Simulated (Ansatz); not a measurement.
Rows from a G0W0 calculation on Zn3SbN3 (Cm) (Ansatz 0.2.0; G0W0 on PBE+U, plane waves, PAW; PAW set soft_1; 4×4×4 mesh, 423 empty bands, screening to 150 eV, PAW set soft_1 files), in eV. Spin-orbit coupling is left out.

```csv
row,k,band,start,Σx,Σc at the solution,Vxc
A,"(0.000, 0.000, 0.250)",c1,9.957,-10.620,-3.368,-14.181
B,"(0.250, -0.250, 0.000)",c1,10.395,-9.228,-3.711,-13.168
C,"(0.250, -0.250, 0.000)",c2,12.119,-9.950,-4.123,-14.369
D,"(0.000, 0.000, 0.250)",v1,8.162,-21.225,2.435,-18.359
E,"(0.000, 0.000, 0.250)",c2,11.902,-9.975,-4.080,-14.351
F,"(0.250, -0.250, 0.000)",v1,8.352,-22.051,2.584,-19.038
```

Work out each quasiparticle level and how far it moved.

The quasiparticle equation reads E = start + Σx + Σc(E) − Vxc.

```csv
row,E (eV),shift (eV)
A,10.150,+0.194
B,10.623,+0.228
C,12.414,+0.295
D,7.731,−0.431
E,12.198,+0.296
F,7.924,−0.428
```

The gap over the computed points goes from 1.60 eV to 2.23 eV.

Limits: not at the basis limit; d shell near the gap, gap tends to lie low; no spin-orbit coupling.

[Paths, hosts, dates, memory and timing lines, banners, echoed tables and standing remarks are left out of the program output.]

[Logs are printed without paths, hosts, clocks, repeated set-up lines and the standing remarks that a program may print on its own settings, such as how far it seeks lower states.]

[Runs of the session that timed out or met a known fault of the program may be left out.]

[Cells called generated may have been cut or substituted from an entry of the Crystallography Open Database or the Materials Project.]

[Hosts, paths, dates, database ids (printed as entryN), source tags and the programs' standing remarks are cut or masked in the printed files.]
